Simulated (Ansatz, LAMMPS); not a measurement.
**A faulty run on liquid Zn24Hg7Se7Te24 at 1800 K (62 atoms)**

Program: Ansatz 0.2.0. The cell: 24 Zn, 7 Hg, 7 Se and 24 Te.

Contents of input.yaml:

```yaml
crystal:
  lattice:
    - [12.3564, 0.0, 0.0]
    - [0.0, 12.3564, 0.0]
    - [0.0, 0.0, 12.3564]
  atoms:
    - { symbol: Zn, position: [0.10716, 0.61411, 0.60998] }
    - { symbol: Zn, position: [0.12637, 0.07826, 0.27094] }
    - { symbol: Zn, position: [0.61538, 0.32643, 0.93634] }
    - { symbol: Zn, position: [0.51339, 0.8709, 0.8579] }
    - { symbol: Zn, position: [0.97937, 0.74723, 0.50441] }
    - { symbol: Zn, position: [0.68139, 0.43387, 0.35956] }
    - { symbol: Zn, position: [0.75344, 0.20138, 0.17193] }
    - { symbol: Zn, position: [0.36982, 0.72036, 0.06521] }
    - { symbol: Zn, position: [0.06722, 0.02619, 0.80502] }
    - { symbol: Zn, position: [0.89083, 0.30918, 0.50894] }
    - { symbol: Zn, position: [0.24404, 0.84648, 0.39583] }
    - { symbol: Zn, position: [0.72792, 0.65319, 0.15151] }
    - { symbol: Zn, position: [0.01756, 0.8182, 0.01297] }
    - { symbol: Zn, position: [0.88997, 0.80425, 0.70771] }
    - { symbol: Zn, position: [0.38964, 0.00696, 0.63074] }
    - { symbol: Zn, position: [0.70271, 0.06234, 0.45342] }
    - { symbol: Zn, position: [0.9882, 0.56962, 0.16791] }
    - { symbol: Zn, position: [0.5711, 0.31022, 0.53706] }
    [... 38 atom lines left out ...]
    - { symbol: Te, position: [0.26748, 0.12168, 0.76822] }
    - { symbol: Te, position: [0.59706, 0.12873, 0.26124] }
    - { symbol: Te, position: [0.18338, 0.61575, 0.02267] }
    - { symbol: Te, position: [0.83286, 0.91348, 0.91878] }
    - { symbol: Te, position: [0.42546, 0.32248, 0.36895] }
    - { symbol: Te, position: [0.18797, 0.45211, 0.27516] }
kpoints:
  mp_grid: { grid: [1, 1, 1] }
hamiltonian:
  xc: pbe
scf:
  occupations: { method: fermi_dirac, width: 0.05 }
  eigensolver: { kind: { support_functions: { accuracy: medium, radius: 3.9 } } }
  max_iter: 150
output:
  forces: true
  eigenvalues: true
```

On the command line:

```sh
$ ansatz run input.yaml --threads 8 --pin off --max-ram 15872MiB --backend cpu --events-out ev --progress --plain --runs-dir out
```

Output:

```text
Warning: scf.eigensolver.kind.support_functions: disabling space-group detection — the functions' gradient is summed over unrotated k-points, so no spatial operation reduces the k-mesh or symmetrises the density; time reversal is kept, so that k and −k are solved as one point where they differ and the mesh holds both, and exact exchange and, on two spinor components, a DFT+U term hold to it where the run has them: [...]
settings of this run that can trade accuracy for cost: scf.eigensolver.kind.support_functions [...]
Engine: ansatz 0.2.0, x86_64-unknown-linux-gnu
Pseudopotentials: kind: paw
Pseudopotential: Zn, paw, valence charge 12, recommended cutoff 420 eV (normal), Zn.paw.azcp
Pseudopotential: Hg, paw, valence charge 20, recommended cutoff 420 eV (normal), Hg.paw.azcp
Pseudopotential: Se, paw, valence charge 16, recommended cutoff 420 eV (normal), Se.paw.azcp
Pseudopotential: Te, paw, valence charge 16, recommended cutoff 420 eV (normal), Te.paw.azcp
[... 5 lines on functional and potentials left out ...]
Error: SCF: the radius of support functions is under 4.37 Å, the least for these sites at the functions' level (scf.eigensolver.kind.support_functions.accuracy). Use scf.eigensolver.kind: auto, or type scf.eigensolver.kind.support_functions.radius at least as long, [...]
```

It took 2.5 s on 8 threads of Intel Xeon Platinum 8488C (Sapphire Rapids), shared host; peak memory 0.59 GiB.

Q: Name the fault and the fix.

A radius under the least that the level allows: support_functions.radius = 3.9.

The fix is to use a longer radius.

The run ended with an error.

[Logs are printed without paths, hosts, clocks, repeated set-up lines and the standing remarks that a program may print on its own settings, such as how far it seeks lower states.]

[Hosts, paths, dates, database ids (printed as entryN), source tags and the programs' standing remarks are cut or masked in the printed files.]
